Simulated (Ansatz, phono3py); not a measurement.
**ZnO (zincite, P6_3mc): thermal conductivity with phono3py**

Wanted: the sensitivity of κ of ZnO (zincite) to the choices of the transport step.

Experimental results on record:
- thermal conductivity 60 W/m/K near room temperature (given in “Combining the AFLOW GIBBS and Elastic Libraries to efficiently and robustly screen thermo-mechanical properties of solids”, 2017, arXiv:1611.05714)

Calculated with Ansatz 0.2.0 and phono3py 4.10.0; DFT LDA, scalar-relativistic, plane waves, PAW; PAW set soft_1, in the first sound run; inputs show where later runs differ.

### Step 1. The structure

The structure is hexagonal, space group P6_3mc (No. 186). The conventional cell has a = 3.187 Å, b = 3.187 Å, c = 5.152 Å, α = 90.00°, β = 90.00°, γ = 120.00°. Nearest to Zn lie 4 O at 1.94 to 1.95 Å. Nearest to O lie 4 Zn at 1.94 to 1.95 Å. Farther neighbours and most contacts between anions are not listed.

### Step 2. Where the constants come from

Contents of input.yaml:

```yaml
crystal:
  lattice:
    - [3.1874549898, 0.0, 0.0]
    - [-1.5937274949, 2.7604169946, 0.0]
    - [0.0, 0.0, 5.1524030769]
  atoms:
    - { symbol: Zn, position: [0.3333333333, 0.6666666667, 0.5002724439] }
    - { symbol: Zn, position: [0.6666666667, 0.3333333333, 0.0002724439] }
    - { symbol: O, position: [0.6666666667, 0.3333333333, 0.3787375561] }
    - { symbol: O, position: [0.3333333333, 0.6666666667, 0.8787375561] }
kpoints:
  mp_grid: { grid: [9, 9, 6] }
hamiltonian:
  xc: lda
  pseudopotentials: { kind: paw, azcp: { folder: soft_1 }, xc_functional: pbe }
scf:
  occupations: { method: fixed }
  lower_state_search: "off"
output:
  eigenvalues: true
phonons:
  method: fd
  dielectric: true
  supercell: [3, 3, 2]
  temperatures: { t_max: 1000, t_step: 50 }
  qpath:
    path:
      - [[0.0, 0.0, 0.0], [0.5, 0.0, 0.0], [0.33333333, 0.33333333, 0.0], [0.0, 0.0, 0.0], [0.0, 0.0, 0.5], [0.5, 0.0, 0.5], [0.33333333, 0.33333333, 0.5], [0.0, 0.0, 0.5]]
      - [[0.5, 0.0, 0.5], [0.5, 0.0, 0.0]]
      - [[0.33333333, 0.33333333, 0.0], [0.33333333, 0.33333333, 0.5]]
    npoints: 10
  third_order: { supercell: [3, 3, 2], pair_cutoff: 3.352 }
  lattice_thermal_conductivity:
    qmesh: [17, 17, 9]
    temperatures: [100.0, 150.0, 200.0, 300.0, 400.0, 500.0, 600.0, 800.0]
    isotope_mass_variance:
      - { species: O, variance: 3.359e-05 }
      - { species: Zn, variance: 0.0005982 }
```

On the command line:

```
$ ansatz run input.yaml --threads 18 --pin off --max-ram 92160MiB --backend cuda --events-out ev --progress --plain --runs-dir out --max-vram 78GiB
```

It took 11 min on 1 × NVIDIA GB200 with 18 threads of Arm Neoverse V2, shared host; peak memory 3.9 GiB.

This step gave:

```
highest frequency            : 561.8 cm⁻¹
κ at 300 K (relaxation time) : 44.76 W/m/K
κ at 300 K (full solution)   : 47.48 W/m/K
dipole term                  : run
third-order blocks           : 616
```

### Step 3. Relaxation-time solution

The base run: each mode relaxes on its own with natural isotopes, and rates are split into normal and umklapp parts.

This step: DFT LDA, scalar-relativistic, plane waves, PAW; PAW set soft_1; phono3py on Ansatz's force constants (phono3py 4.10.0).

Contents of phono3py.yaml:

```yaml
phono3py:
  version: "4.10.0"
  frequency_unit_conversion_factor: 15.633302
  symmetry_tolerance: 1.00000e-05

physical_unit:
  atomic_mass: "AMU"
  length: "angstrom"

space_group:
  type: "P6_3mc"
  number: 186
  Hall_symbol: "P 6c -2c"

primitive_matrix:
- [  1.000000000000000,  0.000000000000000,  0.000000000000000 ]
- [  0.000000000000000,  1.000000000000000,  0.000000000000000 ]
- [  0.000000000000000,  0.000000000000000,  1.000000000000000 ]

supercell_matrix:
- [   3,   0,   0 ]
- [   0,   3,   0 ]
- [   0,   0,   2 ]

# [primitive_cell block left out]
unit_cell:
  lattice:
  - [     3.187454989807928,     0.000000000000000,     0.000000000000000 ] # a
  - [    -1.593727494903964,     2.760416994593134,     0.000000000000000 ] # b
  - [     0.000000000000000,     0.000000000000000,     5.152403076900000 ] # c
  points:
  - symbol: Zn # 1
    coordinates: [  0.333333333333333,  0.666666666666667,  0.500272443900000 ]
    mass: 65.380000
    reduced_to: 1
  - symbol: Zn # 2
    coordinates: [  0.666666666666667,  0.333333333333333,  0.000272443900000 ]
    mass: 65.380000
    reduced_to: 2
  - symbol: O # 3
    coordinates: [  0.666666666666667,  0.333333333333333,  0.378737556100000 ]
    mass: 15.999000
    reduced_to: 3
  - symbol: O # 4
    coordinates: [  0.333333333333333,  0.666666666666667,  0.878737556100000 ]
    mass: 15.999000
    reduced_to: 4

# [supercell block left out]
phonon_supercell_matrix:
- [   3,   0,   0 ]
- [   0,   3,   0 ]
- [   0,   0,   2 ]

# [phonon_primitive_cell block left out]
# [phonon_supercell block left out]
nac:
  born_effective_charge:
  - # 1 (Zn)
    - [  2.078468671985110,  0.000000000000000,  0.000000000000000 ]
    - [  0.000000000000000,  2.078468671985110,  0.000000000000000 ]
    - [  0.000000000000000,  0.000000000000000,  2.135284121264721 ]
  - # 2 (Zn)
    - [  2.078468671985111,  0.000000000000000,  0.000000000000000 ]
    - [  0.000000000000000,  2.078468671985110,  0.000000000000000 ]
    - [  0.000000000000000,  0.000000000000000,  2.135284121264721 ]
  - # 3 (O)
    - [ -2.078468671985111,  0.000000000000000,  0.000000000000000 ]
    - [  0.000000000000000, -2.078468671985111,  0.000000000000000 ]
    - [  0.000000000000000,  0.000000000000000, -2.135284121264721 ]
  - # 4 (O)
    - [ -2.078468671985111,  0.000000000000000,  0.000000000000000 ]
    - [  0.000000000000000, -2.078468671985110,  0.000000000000000 ]
    - [  0.000000000000000,  0.000000000000000, -2.135284121264721 ]
  dielectric_constant:
    - [  5.064467165531927,  0.000000000000000,  0.000000000000000 ]
    - [  0.000000000000000,  5.064467165531926,  0.000000000000000 ]
    - [  0.000000000000000,  0.000000000000000,  5.118696185417106 ]
  unit_conversion_factor: 14.399645
```

On the command line:

```
$ phono3py phono3py.yaml --mesh 17 17 9 --br --isotope --nu --ts 100 150 200 300 400 500 600 800
```

Log:

```text
Rust backend (phonors) using rayon (8 threads).
Running in phono3py.load mode.
Spglib version 2.8.0
----------------------------- General settings -----------------------------
Run mode: conductivity-RTA
HDF5 data compression filter: gzip
Crystal structure was read from "phono3py.yaml".
Supercell (dim): [3 3 2]
Phonon supercell (dim-fc2): [3 3 2]
Primitive matrix:
  [1. 0. 0.]
  [0. 1. 0.]
  [0. 0. 1.]
Spacegroup: P6_3mc (186)
Use -v option to watch primitive cell, unit cell, and supercell structures.
NAC parameters were read from "phono3py.yaml".
fc3 was read from "fc3.hdf5".
fc2 was read from "fc2.hdf5".
----------------------------- Force constants ------------------------------
Max drift of fc3: -0.00000300 (yyy) -0.00000300 (yyy) -0.00000300 (yyy)
Max drift of fc2: 0.00000900 (zy) 0.00000900 (zy)
--------------------------- Calculation settings ---------------------------
Non-analytical term correction (NAC): True
NAC unit conversion factor:  14.39964
BZ integration: Tetrahedron-method
Temperature:  100.0  150.0  200.0  300.0  400.0 ... 800.0
Cutoff frequency: 0.01
Mesh sampling: [ 17 17 9 ]
Generating grid system ... [ 17 17 9 ]
fc3-r2q-transformation over three atoms: True
--------------------------- Phonon calculations ----------------------------
Use NAC by Gonze et al. (no real space sum in current implementation)
  PRB 50, 13035(R) (1994), PRB 55, 10355 (1997)
  G-cutoff distance: 1.16, Number of G-points: 313, Lambda: 0.27
Running harmonic phonon calculations...
-------------------- Lattice thermal conductivity (RTA) --------------------
Running heat capacity calculations...
Running velocity calculations...
Running isotope scattering calculations with tetrahedron method...
======================= Grid point 0 (1/165) =======================
q-point: ( 0.00  0.00  0.00)
Boundary mean free path (millimeter): 1000.000
Mass variance parameters: 5.98e-04 5.98e-04 3.36e-05 3.36e-05
Number of triplets: 165
Frequency     group velocity (x, y, z)     |gv|
  -0.005   (   0.000    0.000    0.000)    0.000
  -0.003   (   0.000    0.000    0.000)    0.000
   0.004   (   0.000    0.000   -0.000)    0.000
   2.699   (   0.000   -0.000    0.000)    0.000
   2.699   (   0.000   -0.000   -0.000)    0.000
   7.822   (  -0.000   -0.000    0.000)    0.000
  11.690   (   0.000    0.000    0.000)    0.000
  12.246   (   0.000   -0.000    0.000)    0.000
  12.246   (   0.000   -0.000    0.000)    0.000
  13.228   (   0.000    0.000   -0.000)    0.000
  13.228   (   0.000    0.000   -0.000)    0.000
  16.577   (   0.000    0.000   -0.000)    0.000
======================= Grid point 1 (2/165) =======================
q-point: ( 0.06  0.00  0.00)
Boundary mean free path (millimeter): 1000.000
Mass variance parameters: 5.98e-04 5.98e-04 3.36e-05 3.36e-05
Number of triplets: 405
Frequency     group velocity (x, y, z)     |gv|
   0.468   (  18.964   10.949    0.000)   21.898
   0.500   (  24.104   13.916    0.000)   27.833
   1.250   (  49.018   28.300    0.000)   56.601
   2.706   (   0.774    0.447    0.000)    0.894
[...]
[162 grid points left out]
======================= Grid point 1321 (165/165) =======================
q-point: ( 0.35  0.29  0.44)
Boundary mean free path (millimeter): 1000.000
Mass variance parameters: 5.98e-04 5.98e-04 3.36e-05 3.36e-05
Number of triplets: 693
Frequency     group velocity (x, y, z)     |gv|
[...]
7.717   (   0.044   -0.076    4.024)    4.025
   7.743   (   1.040   -1.802    1.656)    2.659
  13.627   (  -0.483    0.836   -1.085)    1.452
  13.674   (   1.356   -2.349   -5.411)    6.053
  15.287   (  -4.544    7.870   10.535)   13.913
  15.506   (  -5.094    8.823   -9.541)   13.958
  16.192   (   2.842   -4.922    1.989)    6.021
  16.210   (   3.784   -6.554    0.276)    7.572
=================== End of collection of collisions ===================
----------- Thermal conductivity (W/m-k) with tetrahedron method -----------
#  T(K)        xx         yy         zz         yz         xz         xy
  100.0     130.339    130.339    158.065     -0.000      0.000     -0.000
  150.0      88.853     88.853    104.327     -0.000      0.000     -0.000
  200.0      65.687     65.687     75.555     -0.000      0.000     -0.000
  300.0      42.752     42.752     48.260     -0.000      0.000     -0.000
  400.0      31.788     31.788     35.621     -0.000      0.000     -0.000
  500.0      25.380     25.380     28.338     -0.000      0.000     -0.000
  600.0      21.159     21.159     23.578     -0.000      0.000     -0.000
  800.0      15.917     15.917     17.698     -0.000      0.000     -0.000

Thermal conductivity related properties were written into
"kappa-m17179.hdf5".
Summary of calculation was written in "phono3py.yaml".
```

Run time: 32 s. Hardware: 8 threads of Intel Xeon at 2.70GHz, shared host; peak memory 0.1 GiB.

This step gave:

- κ at 300 K: 44.59 W/m/K
- κ xx, yy, zz at 300 K: 42.75, 42.75, 48.26 W/m/K
- normal share of three-phonon scattering at 300 K: 0.55

W/m/K. Kappa, by row:

```
T (K)     xx     yy     zz  yz  xz  xy
  100  130.3  130.3  158.1   0   0   0
  150  88.85  88.85  104.3   0   0   0
  200  65.69  65.69  75.55   0   0   0
  300  42.75  42.75  48.26   0   0   0
  400  31.79  31.79  35.62   0   0   0
  500  25.38  25.38  28.34   0   0   0
  600  21.16  21.16  23.58   0   0   0
  800  15.92  15.92   17.7   0   0   0
```

Table of lattice thermal conductivity by temperature:

```
temperature (K)  xx (W/m/K)  zz (W/m/K)
            100         130         158
            150        88.8         104
            200        65.7        75.5
            300        42.8        48.3
            400        31.8        35.6
            500        25.4        28.3
            600        21.2        23.6
            800        15.9        17.7
```

Mean scattering rate at 300 K against frequency:

```
frequency (THz)  normal (1/ps)  umklapp (1/ps)
           0.35        0.00442          1.2e-4
           1.05         0.0112         0.00224
           1.76         0.0135         0.00551
           2.46         0.0201          0.0138
           3.16          0.026          0.0288
           3.86         0.0332          0.0385
           4.57         0.0646            0.04
           5.27          0.123          0.0626
           5.97          0.127           0.103
           6.67           0.13            0.16
           7.37          0.191            0.16
           8.08          0.184           0.203
           8.78              -               -
           9.48              -               -
          10.18              -               -
          10.89              -               -
          11.59           2.78           0.181
          12.29           1.79           0.438
          12.99          0.418           0.278
          13.70          0.243           0.223
          14.40          0.153           0.109
          15.10          0.178             0.1
          15.80          0.313           0.165
          16.50          0.501           0.416
```

The base value at 300 K is 44.6 W/(m K).

The lattice thermal conductivity is 42.8 W/m/K at 300 K (xx), going as T^-1.0 above 200 K; 48.3 W/m/K at 300 K (zz), going as T^-1.0 above 200 K.

### Step 4. Two programs, one set of constants

This step: DFT LDA, scalar-relativistic, plane waves, PAW; PAW set soft_1 (Ansatz 0.2.0).

Ansatz's figure includes its coherence part. Comparison, by row:

```
T (K)  Ansatz RTA (W/m/K)  phono3py RTA (W/m/K)  difference (%)
  100                 140                 139.6           -0.31
  150               94.31                    94           -0.33
  200               69.19                 68.98           -0.31
  300               44.76                 44.59           -0.39
  400               33.23                 33.07            -0.5
  500               26.54                 26.37           -0.67
  600               22.15                 21.97           -0.81
  800               16.71                 16.51           -1.16
```

### Step 5. Without isotopes, third order supercell 3×3×2, supercell 3×3×2

Leaving out the isotope term shows how much the natural mass disorder scatters.

This step: DFT LDA, scalar-relativistic, plane waves, PAW; PAW set soft_1; phono3py on Ansatz's force constants (phono3py 4.10.0).

phono3py.yaml is that of step 3.

On the command line:

```
$ phono3py phono3py.yaml --mesh 17 17 9 --br --ts 100 150 200 300 400 500 600 800
```

Log:

```text
[banner, memory and clock lines left out]
Rust backend (phonors) using rayon (8 threads).
Running in phono3py.load mode.
Spglib version 2.8.0
----------------------------- General settings -----------------------------
Run mode: conductivity-RTA
HDF5 data compression filter: gzip
Crystal structure was read from "phono3py.yaml".
Supercell (dim): [3 3 2]
Phonon supercell (dim-fc2): [3 3 2]
Primitive matrix:
  [1. 0. 0.]
  [0. 1. 0.]
  [0. 0. 1.]
Spacegroup: P6_3mc (186)
Use -v option to watch primitive cell, unit cell, and supercell structures.
NAC parameters were read from "phono3py.yaml".
fc3 was read from "fc3.hdf5".
fc2 was read from "fc2.hdf5".
----------------------------- Force constants ------------------------------
Max drift of fc3: -0.00000300 (yyy) -0.00000300 (yyy) -0.00000300 (yyy)
Max drift of fc2: 0.00000900 (zy) 0.00000900 (zy)
--------------------------- Calculation settings ---------------------------
Non-analytical term correction (NAC): True
NAC unit conversion factor:  14.39964
BZ integration: Tetrahedron-method
Temperature:  100.0  150.0  200.0  300.0  400.0 ... 800.0
Cutoff frequency: 0.01
Mesh sampling: [ 17 17 9 ]
Generating grid system ... [ 17 17 9 ]
fc3-r2q-transformation over three atoms: True
--------------------------- Phonon calculations ----------------------------
  PRB 50, 13035(R) (1994), PRB 55, 10355 (1997)
  G-cutoff distance: 1.16, Number of G-points: 313, Lambda: 0.27
Running harmonic phonon calculations...
-------------------- Lattice thermal conductivity (RTA) --------------------
Running heat capacity calculations...
Running velocity calculations...
======================= Grid point 0 (1/165) =======================
q-point: ( 0.00  0.00  0.00)
Boundary mean free path (millimeter): 1000.000
Number of triplets: 165
Frequency     group velocity (x, y, z)     |gv|
  -0.005   (   0.000    0.000    0.000)    0.000
  -0.003   (   0.000    0.000    0.000)    0.000
   0.004   (   0.000    0.000   -0.000)    0.000
   2.699   (   0.000   -0.000    0.000)    0.000
   2.699   (   0.000   -0.000   -0.000)    0.000
   7.822   (  -0.000   -0.000    0.000)    0.000
  11.690   (   0.000    0.000    0.000)    0.000
  12.246   (   0.000   -0.000    0.000)    0.000
  12.246   (   0.000   -0.000    0.000)    0.000
  13.228   (   0.000    0.000   -0.000)    0.000
  13.228   (   0.000    0.000   -0.000)    0.000
  16.577   (   0.000    0.000   -0.000)    0.000
======================= Grid point 1 (2/165) =======================
q-point: ( 0.06  0.00  0.00)
Boundary mean free path (millimeter): 1000.000
Number of triplets: 405
Frequency     group velocity (x, y, z)     |gv|
   0.468   (  18.964   10.949    0.000)   21.898
   0.500   (  24.104   13.916    0.000)   27.833
   1.250   (  49.018   28.300    0.000)   56.601
   2.706   (   0.774    0.447    0.000)    0.894
[...]
[162 grid points left out]
======================= Grid point 1321 (165/165) =======================
q-point: ( 0.35  0.29  0.44)
Boundary mean free path (millimeter): 1000.000
Number of triplets: 693
Frequency     group velocity (x, y, z)     |gv|
[...]
7.717   (   0.044   -0.076    4.024)    4.025
   7.743   (   1.040   -1.802    1.656)    2.659
  13.627   (  -0.483    0.836   -1.085)    1.452
  13.674   (   1.356   -2.349   -5.411)    6.053
  15.287   (  -4.544    7.870   10.535)   13.913
  15.506   (  -5.094    8.823   -9.541)   13.958
  16.192   (   2.842   -4.922    1.989)    6.021
  16.210   (   3.784   -6.554    0.276)    7.572
=================== End of collection of collisions ===================
----------- Thermal conductivity (W/m-k) with tetrahedron method -----------
#  T(K)        xx         yy         zz         yz         xz         xy
  100.0     204.307    204.307    243.435     -0.000      0.000     -0.000
  150.0     117.383    117.383    136.427     -0.000      0.000     -0.000
  200.0      79.926     79.926     91.254     -0.000      0.000     -0.000
  300.0      48.317     48.317     54.282     -0.000      0.000     -0.000
  400.0      34.763     34.763     38.819     -0.000      0.000     -0.000
  500.0      27.242     27.242     30.336     -0.000      0.000     -0.000
  600.0      22.441     22.441     24.951     -0.000      0.000     -0.000
  800.0      16.634     16.634     18.467     -0.000      0.000     -0.000

Thermal conductivity related properties were written into
"kappa-m17179.hdf5".
Summary of calculation was written in "phono3py.yaml".
```

Run time: 31 s. Hardware: 8 threads; peak memory 0.1 GiB; 3.8 min of CPU time.

This step gave:

```yaml
kappa_at_300_k: 50.31 W/m/K
kappa_xx_yy_zz_at_300_k: 48.32, 48.32, 54.28 W/m/K
```

W/m/K. Kappa, by row:

```
T (K)     xx     yy     zz  yz  xz  xy
  100  204.3  204.3  243.4   0   0   0
  150  117.4  117.4  136.4   0   0   0
  200  79.93  79.93  91.25   0   0   0
  300  48.32  48.32  54.28   0   0   0
  400  34.76  34.76  38.82   0   0   0
  500  27.24  27.24  30.34   0   0   0
  600  22.44  22.44  24.95   0   0   0
  800  16.63  16.63  18.47   0   0   0
```

κ at 300 K goes from 44.6 in the base run to 50.3 W/(m K).

(Part 1 of 5 ends here.)

[Logs are printed without paths, hosts, clocks, repeated set-up lines and the standing remarks that a program may print on its own settings, such as how far it seeks lower states.]

[Hosts, paths, dates, database ids (printed as entryN), source tags and the programs' standing remarks are cut or masked in the printed files.]

[A step with changed settings may run another functional than the one named; its input shows which.]
